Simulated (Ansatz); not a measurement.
**Na2PC2N (built on the sites of a database entry of NaCN): a soft mode frozen in**

Wanted: the energy along a soft mode of Na2PC2N (built on the sites of a database entry of NaCN) and the structure at the end.

Program: Ansatz 0.2.0. Level of theory: DFT PBEsol, scalar-relativistic, plane waves, PAW. Results are calculated unless marked as measured.

The structure was built from a prototype and need not be the compound's stable phase.

### Step 1. The starting structure

The structure is orthorhombic, space group Pmm2 (No. 25). The conventional cell has a = 3.956 Å, b = 5.431 Å, c = 5.391 Å, α = 90.00°, β = 90.00°, γ = 90.00°. Na has 4 C at 2.73 to 2.76 Å and 2 N at 3.02 Å and 2 P at 3.02 Å nearest. Na has 4 C at 2.48 to 2.72 Å and 2 N at 3.03 Å and 2 P at 3.04 Å nearest. Nearest to C lie 1 P at 1.58 Å and 4 Na at 2.48 to 2.73 Å. Nearest to C lie 1 N at 1.18 Å and 4 Na at 2.72 to 2.76 Å. Nearest to N lie 1 C at 1.18 Å and 4 Na at 3.02 to 3.03 Å. P has 1 C at 1.58 Å and 4 Na at 3.02 to 3.04 Å nearest. Farther neighbours and most contacts between anions are not listed.

### Step 2. The dispersion

The cell comes from relaxations at this level that are not shown. Stability and thermal properties need the whole zone. Linear response on a 2×2×2 q mesh gives force constants as far as a supercell of that size would, and the tensors from the zone-centre run are typed in so that the long-range dipole term is interpolated apart.

input.yaml

```yaml
crystal:
  lattice:
    - [3.9558565659, 0.0, 0.0]
    - [0.0, 5.4306410502, 0.0]
    - [0.0, 0.0, 5.3906433928]
  atoms:
    - { symbol: Na, position: [0.0, 0.0, 0.1766967474] }
    - { symbol: Na, position: [0.5, 0.5, 0.8518125945] }
    - { symbol: C, position: [0.0, 0.5, 0.1295315049] }
    - { symbol: C, position: [0.5, 0.0, 0.8187778988] }
    - { symbol: "N", position: [0.5, 0.0, 0.6004647847] }
    - { symbol: P, position: [0.0, 0.5, 0.4227164697] }
kpoints:
  mp_grid: { grid: [6, 4, 4] }
hamiltonian:
  xc: pbesol
scf:
  occupations: { method: fixed }
output:
  eigenvalues: true
phonons:
  method: dfpt
  qmesh: [2, 2, 2]
  temperatures: { t_max: 1000, t_step: 50 }
  qpath:
    path:
      - [[0.0, 0.0, 0.0], [0.5, 0.0, 0.0], [0.5, 0.5, 0.0], [0.0, 0.5, 0.0], [0.0, 0.0, 0.0], [0.0, 0.0, 0.5], [0.5, 0.0, 0.5], [0.5, 0.5, 0.5], [0.0, 0.5, 0.5], [0.0, 0.0, 0.5]]
      - [[0.5, 0.0, 0.0], [0.5, 0.0, 0.5]]
      - [[0.0, 0.5, 0.0], [0.0, 0.5, 0.5]]
      - [[0.5, 0.5, 0.0], [0.5, 0.5, 0.5]]
    npoints: 10
  non_analytic_term:
    high_frequency_dielectric_tensor: [[2.556, 0.0, 0.0], [0.0, 2.6266, 0.0], [0.0, 0.0, 3.4226]]
    born_effective_charges:
      - { species: Na, tensor: [[0.9986, 0.0, 0.0], [0.0, 1.2633, 0.0], [0.0, 0.0, 1.0379]] }
      - { species: Na, tensor: [[1.0557, 0.0, 0.0], [0.0, 1.0398, 0.0], [0.0, 0.0, 1.346]] }
      - { species: C, tensor: [[-0.9987, 0.0, 0.0], [0.0, -0.9534, 0.0], [0.0, 0.0, -0.2941]] }
      - { species: C, tensor: [[-0.6354, 0.0, 0.0], [0.0, -0.7963, 0.0], [0.0, 0.0, -0.1257]] }
      - { species: "N", tensor: [[-0.5422, 0.0, 0.0], [0.0, -0.6727, 0.0], [0.0, 0.0, -1.1532]] }
      - { species: P, tensor: [[0.122, 0.0, 0.0], [0.0, 0.1193, 0.0], [0.0, 0.0, -0.811]] }
    source: "zone-centre run at this cell"
```

Command:

```bash
ansatz run input.yaml --threads 8 --pin off --max-ram 14336MiB --backend cpu --events-out ev --progress --plain --runs-dir out
```

Numbers of over 12 decimals in the logs are rounded to 6 here.

Output:

```text
Warning: phonons: the dynamical matrix that this run interpolates holds no multipole term above the dipole-dipole one, and a site of this crystal is no centre of inversion, so its interpolated transverse optical and acoustic branches and sound speeds can stay off near Gamma, and the density of states and the thermodynamics with them. What a run solves at a wave vector of phonons.qpoints, Gamma apart, where the deck admits one, is free of this, and under fd what a larger phonons.supercell samples
Engine: ansatz 0.2.0, aarch64-unknown-linux-gnu
Pseudopotentials: kind: paw
Pseudopotential: Na, paw, valence charge 9, recommended cutoff 420 eV (normal), Na.paw.azcp
Pseudopotential: C, paw, valence charge 4, recommended cutoff 420 eV (normal), C.paw.azcp
Pseudopotential: N, paw, valence charge 5, recommended cutoff 420 eV (normal), N.paw.azcp
Pseudopotential: P, paw, valence charge 5, recommended cutoff 420 eV (normal), P.paw.azcp
Functional definition: PBEsol
  exchange = pbesol_x
  correlation = pbesol_c
Crystal: 6 atoms, lattice volume = 115.806 Å³
Basis set: ecut = 420 eV, 2269 PW (Γ), exchange–correlation on 54×80×80 points (8 copies of the dense FFT grid, shifted against one another)
Bands: 24, of which v1, the nominal top of the filled ones, is band 18 counted from 1 (17 counted from 0)
Symmetry: 4 space group operations
k-points: 36 of 96 (time reversal used)
Non-local potential: Na, projectors of the file, l = 0: 3, l = 1: 2, l = 2: 1
Non-local potential: C, projectors of the file, l = 0: 2, l = 1: 2, l = 2: 1
Non-local potential: N, projectors of the file, l = 0: 2, l = 1: 2, l = 2: 1
Non-local potential: P, projectors of the file, l = 0: 2, l = 1: 2, l = 2: 2
PAW form: soft (Blöchl's): semilocal exchange-correlation on the pseudo side does not see the compensation charge
PAW frozen core: Na, regenerated for the run's functional, and the local potential with it (the file was generated under x = pbe(κ = 0.804, μ = 0.219515), c = pbe(β = 0.066725))
PAW frozen core: C, regenerated for the run's functional, and the local potential with it (the file was generated under x = pbe(κ = 0.804, μ = 0.219515), c = pbe(β = 0.066725))
PAW frozen core: N, regenerated for the run's functional, and the local potential with it (the file was generated under x = pbe(κ = 0.804, μ = 0.219515), c = pbe(β = 0.066725))
PAW frozen core: P, regenerated for the run's functional, and the local potential with it (the file was generated under x = pbe(κ = 0.804, μ = 0.219515), c = pbe(β = 0.066725))
PAW one-centre angular grid: Na, 110 points (default); XC on 64 Gauss nodes
PAW one-centre angular grid: C, 110 points (default); XC on 64 Gauss nodes
PAW one-centre angular grid: N, 110 points (default); XC on 64 Gauss nodes
PAW one-centre angular grid: P, 110 points (default); XC on 64 Gauss nodes
Initial density: superposition of atomic densities (neutral atoms: chi_scale 0, normalization atom), corrected by the library's trained network
Initial wavefunctions: pseudopotential atomic-orbital guess
Functional: x = pbesol(κ = 0.804, μ = 0.123457), c = pbesol(β = 0.046)
SCF iter   1: F=—  HF=-4561.498138 eV  |F-HF|=—  |Δ(HF+E_count)|=         —  Δρ=5.92e-3  dr2=5.84e-2  ethr=1.77e-3  ⟨swp⟩=4.9  Hψ=3524  notcnv=0  defer=130
preconditioner: auto → Resta (q_TF=auto, 2.246 Å⁻¹)  ε∞=3.9  [insulator: Δε(μ)=2.182 eV  Ē_g=8.570 eV  n_scr=18 (ndim 8)  ℏωp=14.6 eV  f_vac=0.045  ε∞_Penn≈3.9]
SCF iter   2: F=—  HF=-4561.491371 eV  |F-HF|=—  |Δ(HF+E_count)|=   6.77e-3  Δρ=2.52e-3  dr2=1.18e-2  ethr=1.62e-4  ⟨swp⟩=2.8  Hψ=1464  notcnv=0  defer=144
SCF iter   3: F=—  HF=-4561.491245 eV  |F-HF|=—  |Δ(HF+E_count)|=   1.26e-4  Δρ=1.15e-3  dr2=2.61e-3  ethr=3.29e-5  ⟨swp⟩=2.5  Hψ=1202  notcnv=0  defer=144
SCF iter   4: F=—  HF=-4561.491783 eV  |F-HF|=—  |Δ(HF+E_count)|=   5.37e-4  Δρ=6.26e-4  dr2=6.97e-4  ethr=7.26e-6  ⟨swp⟩=2.3  Hψ=1011  notcnv=0  defer=144
SCF iter   5: F=—  HF=-4561.491993 eV  |F-HF|=—  |Δ(HF+E_count)|=   2.11e-4  Δρ=3.32e-4  dr2=2.12e-4  ethr=1.94e-6  ⟨swp⟩=2.0  Hψ=1206  notcnv=0  defer=144
SCF iter   6: F=—  HF=-4561.491991 eV  |F-HF|=—  |Δ(HF+E_count)|=   2.06e-6  Δρ=7.07e-5  dr2=1.07e-5  ethr=5.89e-7  ⟨swp⟩=2.0  Hψ=987  notcnv=0  defer=142
SCF iter   7: F=—  HF=-4561.492004 eV  |F-HF|=—  |Δ(HF+E_count)|=   1.26e-5  Δρ=1.79e-5  dr2=6.19e-7  ethr=2.99e-8  ⟨swp⟩=2.5  Hψ=1372  notcnv=0  defer=142
SCF iter   8: F=—  HF=-4561.492003 eV  |F-HF|=—  |Δ(HF+E_count)|=   4.61e-7  Δρ=6.33e-6  dr2=5.26e-8  ethr=1.72e-9  ⟨swp⟩=2.1  Hψ=1374  notcnv=0  defer=140
SCF iter   9: F=—  HF=-4561.492003 eV  |F-HF|=—  |Δ(HF+E_count)|=   6.00e-9  Δρ=1.78e-6  dr2=5.51e-9  ethr=1.46e-10  ⟨swp⟩=2.0  Hψ=1444  notcnv=0  defer=140
SCF iter  10: F=—  HF=-4561.492003 eV  |F-HF|=—  |Δ(HF+E_count)|=   3.43e-9  Δρ=3.66e-7  dr2=2.32e-10  ethr=1.53e-11  ⟨swp⟩=2.7  Hψ=1470  notcnv=0  defer=140
SCF iter  11: F=—  HF=-4561.492003 eV  |F-HF|=—  |Δ(HF+E_count)|=  2.32e-10  Δρ=8.21e-8  dr2=1.17e-11  ethr=1.00e-12  ⟨swp⟩=2.0  Hψ=1081  notcnv=0  defer=140
SCF iter  12: F=-4561.492003 eV  HF=-4561.492003 eV  |F-HF|=1.82e-12  |Δ(HF+E_count)|=  1.36e-11  Δρ=3.29e-8  dr2=1.51e-12  ethr=1.00e-12  ⟨swp⟩=13.4  Hψ=5334  notcnv=0
SCF 1 converged in 12 iterations: F = -4561.492003 eV  dr2 = 1.51e-12
  greatest PAW one-centre occupation: 0.999 electrons in one spin orbital (limit 2), on the Na atom at site 1 (counted from 0), in its partial waves of l = 0
NSCF: frozen V_eff on 36 k-points
NSCF: frozen V_eff on 36 k-points
DFPT response loops at q = (0, 0, 0) (fractional): preconditioner auto → Resta (q_TF=auto, 2.246 Å⁻¹)  ε∞=5.2 (no band partly filled); β = 1.00, the filter's whole step (`scf.mixing.beta` (0.50) is not read by the response loops at its default; to damp them type it under 1.00, their step now; it binds the ground state too); Broyden in place of MSR1
NSCF: frozen V_eff on 72 k-points
DFPT response loops at q = (0, 0, -0.5) (fractional): mixed as the last ones told, above
NSCF: frozen V_eff on 72 k-points
DFPT response loops at q = (0, -0.5, 0) (fractional): mixed as the last ones told, above
NSCF: frozen V_eff on 72 k-points
DFPT response loops at q = (0, -0.5, -0.5) (fractional): mixed as the last ones told, above
NSCF: frozen V_eff on 72 k-points
DFPT response loops at q = (-0.5, 0, 0) (fractional): mixed as the last ones told, above
NSCF: frozen V_eff on 72 k-points
DFPT response loops at q = (-0.5, 0, -0.5) (fractional): mixed as the last ones told, above
NSCF: frozen V_eff on 72 k-points
DFPT response loops at q = (-0.5, -0.5, 0) (fractional): mixed as the last ones told, above
NSCF: frozen V_eff on 72 k-points
DFPT response loops at q = (-0.5, -0.5, -0.5) (fractional): mixed as the last ones told, above
SCF converged after 12 iterations
Free energy (F): -4561.492003 eV
Harris-Foulkes:  -4561.492003 eV  (|F-HF|=1.82e-12)
Internal energy: -4561.492003 eV  (E = F + TS)
E sigma→0 (E₀):  -4561.492003 eV
Fermi energy:    1.159125 eV
--- Per-component energies (eV) ---
  E_band       = -514.015786
  E_kinetic    = 605.691909
  E_local      = -3436.896136  (includes V_loc(G=0)·N_el)
  E_nonlocal   = 371.111646
  E_hartree    = 1204.291301
  E_xc         = -286.115350
  E_vxc        = -345.517403  (∫ρ·V_xc dr)
  E_paw        = -1373.254995  (= ΣΔE_a)
  E_vpaw       = -116.988444  (= ΣTr[D̂ρ^β])
  E_aug_tail   = 0.000045  (compensation charges beyond the density's cutoff)
  E_ewald      = -1646.546206
  E_core_change = 0.225783  (= ΣΔE_core)
  E_smearing   = -0.000000  (= −TS)
  E_closure    = -0.000000  (closes the sum)
  Σ components = -4561.492003   (vs F -4561.492003, Δ=0.00e0)
--- Band table (eV; the first three rows and the last of 36) ---
  k-point 0: bands = [... 14 lower, -1.1235, 0.0529, 0.2642, 0.7556, 4.3163, 5.3315, 6.8275, 6.9602, ... 2 higher]
  k-point 1: bands = [... 14 lower, -0.6934, -0.0716, 0.6222, 0.7448, 4.3781, 5.2825, 6.5913, 6.6898, ... 2 higher]
  k-point 2: bands = [... 14 lower, -0.3201, -0.2056, 0.7337, 1.0379, 4.4552, 5.2360, 6.3862, 6.4307, ... 2 higher]
  k-point 35: bands = [... 14 lower, -0.6249, -0.2243, -0.1897, 1.1591, 3.5532, 4.5027, 5.7889, 6.4409, ... 2 higher]
--- Phonons (Γ-DFPT): 18 representative perturbations + reference (Σ response iterations 56) ---
  ASR residual: 4.539e-4 → 0.000e0 eV/Å²; symmetrization residual: 2.138e-6 eV/Å²
  ASR residual per site (eV/Å²): 2.11e-4 4.54e-4 7.34e-5 1.39e-4 1.06e-5 2.21e-5
  Γ frequencies (cm⁻¹): -61.77 0.00 0.00 0.00 38.70 69.59 82.97 91.99 102.28 106.55 117.56 172.52 196.16 200.23 232.10 263.24 1251.89 2082.20
--- Phonons (arbitrary-q DFPT): 8 irreducible q on the 2×2×2 mesh ---
  q = [0.0000, 0.0000, 0.0000] (star 1, of the zone-centre solve; hermiticity 4.13e-8, symmetrization 8.12e-16): -61.77 -0.00 -0.00 0.00 38.70 69.59 82.97 91.99 102.28 106.55 117.56 172.52 196.16 200.23 232.10 263.24 1251.89 2082.20
  q = [0.0000, 0.0000, -0.5000] (star 1, 18 solved perturbations on 36 of 96 k-point pairs; hermiticity 3.99e-8, symmetrization 2.90e-15): -85.19 -50.49 -19.93 80.27 81.29 83.24 86.09 111.04 126.18 138.00 148.45 169.11 202.04 216.60 236.17 260.42 1251.91 2083.06
  q = [0.0000, -0.5000, 0.0000] (star 1, 18 solved perturbations on 36 of 96 k-point pairs; hermiticity 6.59e-8, symmetrization 6.48e-15): -36.34 -27.57 30.89 44.05 52.12 71.68 77.50 105.28 112.21 126.07 137.96 178.08 195.53 231.54 254.97 262.71 1251.85 2082.22
  q = [0.0000, -0.5000, -0.5000] (star 1, 18 solved perturbations on 36 of 96 k-point pairs; hermiticity 5.12e-8, symmetrization 7.78e-15): -79.72 -48.30 -28.60 85.91 94.42 98.27 107.26 112.15 121.43 128.34 156.85 167.11 197.74 219.08 258.13 259.54 1251.76 2082.19
  q = [-0.5000, 0.0000, 0.0000] (star 1, 18 solved perturbations on 36 of 96 k-point pairs; hermiticity 5.34e-8, symmetrization 2.63e-15): -85.06 -53.54 64.65 65.87 90.03 99.83 103.95 119.76 135.66 145.48 146.90 167.95 201.50 216.69 218.44 279.19 1251.50 2081.86
  q = [-0.5000, 0.0000, -0.5000] (star 1, 18 solved perturbations on 36 of 96 k-point pairs; hermiticity 4.21e-8, symmetrization 2.55e-15): -28.18 49.50 63.63 69.62 78.87 79.74 90.02 111.68 131.98 145.49 149.35 169.62 201.94 217.35 222.20 280.64 1251.16 2081.76
  q = [-0.5000, -0.5000, 0.0000] (star 1, 18 solved perturbations on 36 of 96 k-point pairs; hermiticity 4.53e-8, symmetrization 1.21e-14): -80.64 -69.80 45.17 97.27 99.68 100.96 109.37 112.26 119.31 141.81 166.48 168.11 206.08 211.61 224.60 278.03 1251.42 2081.81
  q = [-0.5000, -0.5000, -0.5000] (star 1, 18 solved perturbations on 36 of 96 k-point pairs; hermiticity 6.10e-8, symmetrization 2.89e-14): -42.59 -33.40 68.91 73.09 92.32 97.45 108.44 109.38 116.08 135.60 145.26 174.45 211.05 213.94 226.63 282.28 1251.09 2081.80
  sum rule: each row above includes the acoustic sum rule's correction from the zone centre's row sums; it moved no ω² by more than (2.32 cm⁻¹)²
  mesh force constants: q→R imaginary residual 0.00e0; ASR residual 4.539e-4 → 0.000e0 eV/Å²; symmetrization residual 0.000e0 eV/Å²
  interpolated dispersion: 125 rows × 18 modes
  density of states and harmonic sums: on the 16×12×12 q-mesh, interpolated from the force constants of a 2×2×2 supercell (with the dipole–dipole term of supplied tensors)
  largest difference from the sums on the solved wave vectors: F 1.18e-1 eV, S 1.58e-4 and C_V 3.98e-5 eV/K
  zero-point energy: 0.330438 eV/cell   skipped modes (ω ≤ 0): 848, of them read as no rigid motion or as one in doubt: 845 (1.911e0 modes/cell left out, lowest -85.19 cm⁻¹)   left out of the sums: 1.06e-1 of the cell's modes: C_V's classical limit lies that fraction below 3 k_B per atom; for a crystal, a wire or a layer, F and S can be off by more, and a phonons.interpolated_qmesh denser along its periods is the remedy for the sampling
```

The job ended after 3.8 min (8 threads of Arm Neoverse V1, shared host; peak memory 0.79 GiB).

A gap read on the k-mesh alone can miss the band edges.

This step gave:

* gap on the k-mesh: 2.228 eV
* volume per atom: 19.30 Å³
* sum-rule residual before enforcement: 4.54e-4 eV/Å²
* lowest frequency on the path: -85.19 cm⁻¹
* point group: mm2
* highest frequency on the path or at a solved wavevector: 2083 cm⁻¹
* highest optical mode at the zone centre (no LO-TO term): 2082 cm⁻¹
* lowest optical zone-centre mode: -61.77 cm⁻¹
* lowest mode on the q mesh (acoustic modes at Γ apart): -85.19 cm⁻¹

Frequencies (cm⁻¹) solved at each irreducible wavevector; negative means imaginary. Frequencies by wavevector, by row:

| q in reciprocal lattice units | star | mode 1 | mode 2 | mode 3 | mode 4 | mode 16 | mode 17 | mode 18 |
| --- | --- | --- | --- | --- | --- | --- | --- | --- |
| 0 0 0 | 1 | -61.8 | 0 | 0 | 0 | 263.2 | 1252 | 2082 |
| 0 0 -0.5 | 1 | -85.2 | -50.5 | -19.9 | 80.3 | 260.4 | 1252 | 2083 |
| 0 -0.5 0 | 1 | -36.3 | -27.6 | 30.9 | 44 | 262.7 | 1252 | 2082 |
| 0 -0.5 -0.5 | 1 | -79.7 | -48.3 | -28.6 | 85.9 | 259.5 | 1252 | 2082 |
| -0.5 0 0 | 1 | -85.1 | -53.5 | 64.7 | 65.9 | 279.2 | 1252 | 2082 |
| -0.5 0 -0.5 | 1 | -28.2 | 49.5 | 63.6 | 69.6 | 280.6 | 1251 | 2082 |
| -0.5 -0.5 0 | 1 | -80.6 | -69.8 | 45.2 | 97.3 | 278 | 1251 | 2082 |
| -0.5 -0.5 -0.5 | 1 | -42.6 | -33.4 | 68.9 | 73.1 | 282.3 | 1251 | 2082 |

Interpolated from a 2×2×2 q mesh, rough between the solved points, with the LO-TO term (at Γ the limit along the path; where Γ stands inside the path, tables give the limit on arrival). The phonon branches at the labelled points (cm⁻¹):

| point | branch 1 | branch 2 | branch 3 | branch 4 | branch 15 | branch 16 | branch 17 | branch 18 |
| --- | --- | --- | --- | --- | --- | --- | --- | --- |
| Γ | -59 | 0 | 0 | 0 | 232 | 307 | 1252 | 2082 |
| halfway | -79 | -23 | 44 | 59 | 225 | 297 | 1252 | 2082 |
| X | -85 | -54 | 65 | 66 | 218 | 279 | 1252 | 2082 |
| halfway | -84 | -64 | 56 | 88 | 226 | 279 | 1252 | 2082 |
| S | -81 | -70 | 45 | 97 | 225 | 278 | 1251 | 2082 |
| halfway | -70 | -63 | 47 | 75 | 224 | 286 | 1252 | 2082 |
| Y | -36 | -28 | 31 | 44 | 255 | 263 | 1252 | 2082 |
| halfway | -54 | 9 | 22 | 38 | 263 | 270 | 1252 | 2082 |
| Γ | -62 | 0 | 0 | 0 | 263 | 280 | 1252 | 2082 |
| halfway | -77 | -36 | -15 | 58 | 234 | 262 | 1252 | 2083 |
| Z | -85 | -50 | -20 | 80 | 236 | 260 | 1252 | 2083 |
| halfway | -56 | 29 | 42 | 59 | 228 | 273 | 1252 | 2082 |
| U | -28 | 50 | 64 | 70 | 222 | 281 | 1251 | 2082 |
| halfway | -32 | -18 | 63 | 85 | 226 | 282 | 1251 | 2082 |
| R | -43 | -33 | 69 | 73 | 227 | 282 | 1251 | 2082 |
| halfway | -55 | -36 | 27 | 69 | 238 | 275 | 1251 | 2082 |
| T | -80 | -48 | -29 | 86 | 258 | 260 | 1252 | 2082 |
| halfway | -83 | -49 | 30 | 72 | 245 | 260 | 1252 | 2083 |
| Z | -85 | -50 | -20 | 80 | 236 | 260 | 1252 | 2083 |
| jump to X | -85 | -54 | 65 | 66 | 218 | 279 | 1252 | 2082 |
| halfway | -68 | -20 | 64 | 72 | 218 | 280 | 1251 | 2082 |
| U | -28 | 50 | 64 | 70 | 222 | 281 | 1251 | 2082 |
| jump to Y | -36 | -28 | 31 | 44 | 255 | 263 | 1252 | 2082 |
| halfway | -66 | -45 | -23 | 78 | 255 | 261 | 1252 | 2082 |
| T | -80 | -48 | -29 | 86 | 258 | 260 | 1252 | 2082 |
| jump to S | -81 | -70 | 45 | 97 | 225 | 278 | 1251 | 2082 |

Symmetry leaves 8 wavevectors to solve. The lowest mode among them, the acoustic zeros apart, lies at q = (0, 0, -0.5) and is imaginary, 85.2i cm⁻¹, so the energy falls along it.

### Step 3. The mode frozen in, largest atomic shift 0 Å

The mode followed lies at q = (0, 0, -0.5) with frequency 85.2i cm⁻¹, the softest among the wavevectors solved. At small amplitude the distorted cell has space group no. 26 by a symmetry search on the positions. The undistorted cell that holds it gives the zero of energy on the same k mesh.

System of this step: Na2PC2N (built on the sites of a database entry of NaCN). Symmetry: Pmm2, No. 25, orthorhombic system. The conventional cell has a = 3.956 Å, b = 5.431 Å, c = 5.391 Å, α = 90.00°, β = 90.00°, γ = 90.00°. Nearest to Na lie 4 C at 2.73 to 2.76 Å and 2 N at 3.02 Å and 2 P at 3.02 Å. Na has 4 C at 2.48 to 2.72 Å and 2 N at 3.03 Å and 2 P at 3.04 Å nearest. C has 1 P at 1.58 Å and 4 Na at 2.48 to 2.73 Å nearest. C has 1 N at 1.18 Å and 4 Na at 2.72 to 2.76 Å nearest. Nearest to N lie 1 C at 1.18 Å and 4 Na at 3.02 to 3.03 Å. P has 1 C at 1.58 Å and 4 Na at 3.02 to 3.04 Å nearest. Farther neighbours and most contacts between anions are not listed.

input.yaml

```yaml
crystal:
  lattice:
    - [3.9558565659, 0.0, 0.0]
    - [0.0, 5.4306410502, 0.0]
    - [0.0, 0.0, 10.7812867856]
  atoms:
    - { symbol: Na, position: [0.0, 0.0, 0.0883483737] }
    - { symbol: Na, position: [0.0, 0.0, 0.5883483737] }
    - { symbol: Na, position: [0.5, 0.5, 0.4259062973] }
    - { symbol: Na, position: [0.5, 0.5, 0.9259062973] }
    - { symbol: C, position: [0.0, 0.5, 0.0647657524] }
    - { symbol: C, position: [0.0, 0.5, 0.5647657524] }
    - { symbol: C, position: [0.5, 0.0, 0.4093889494] }
    - { symbol: C, position: [0.5, 0.0, 0.9093889494] }
    - { symbol: "N", position: [0.5, 0.0, 0.3002323924] }
    - { symbol: "N", position: [0.5, 0.0, 0.8002323924] }
    - { symbol: P, position: [0.0, 0.5, 0.2113582349] }
    - { symbol: P, position: [0.0, 0.5, 0.7113582349] }
kpoints:
  mp_grid: { grid: [6, 4, 2] }
hamiltonian:
  xc: pbesol
scf:
  occupations: { method: gaussian, width: 0.02 }
output:
  forces: true
  stress: true
  eigenvalues: true
```

Output:

```text
[...]
Crystal: 12 atoms, lattice volume = 231.613 Å³
Basis set: ecut = 420 eV, 4535 PW (Γ), exchange–correlation on 54×80×150 points (8 copies of the dense FFT grid, shifted against one another)
Bands: 48, of which v1, the nominal top of the filled ones, is band 36 counted from 1 (35 counted from 0)
Symmetry: 8 space group operations
[...]
k-points: 24 of 48
[...]
k-point 0: bands = [... 32 lower, 0.2642, 0.7337, 0.7556, 1.0379, 4.3163, 4.4552, 5.2360, 5.3315, ... 4 higher]
  k-point 1: bands = [... 32 lower, 0.6222, 0.6222, 0.7448, 0.7448, 4.3781, 4.3781, 5.2826, 5.2826, ... 4 higher]
  k-point 2: bands = [... 32 lower, 0.3526, 0.7278, 0.7334, 0.9683, 4.3531, 4.4349, 5.1945, 5.3581, ... 4 higher]
  k-point 23: bands = [... 32 lower, -0.0791, -0.0791, 0.6720, 0.6720, 3.6569, 3.6569, 4.3846, 4.3846, ... 4 higher]
[key lines of the parts left out:]
SCF converged after 9 iterations
Free energy (F): -9122.984007 eV
Fermi energy:    2.273210 eV
P = ⅓ Tr σ = 0.0032 GPa (0.032 kbar)
```

Elapsed: 3.2 s, on 8 threads; peak memory 0.8 GiB; 24 s of CPU time.

Numbers from this step:

| Item | Value |
| --- | --- |
| pressure | 0.003155 GPa |
| energy from the undistorted cell | 0 meV/atom |

At this level the gap is 2.23 eV on the k-mesh of the self-consistent run, which can miss the band edges.

(Continued in part 2 of 3.)

[Logs are printed without paths, hosts, clocks, repeated set-up lines and the standing remarks that a program may print on its own settings, such as how far it seeks lower states.]

[Hosts, paths, dates, database ids (printed as entryN), source tags and the programs' standing remarks are cut or masked in the printed files.]
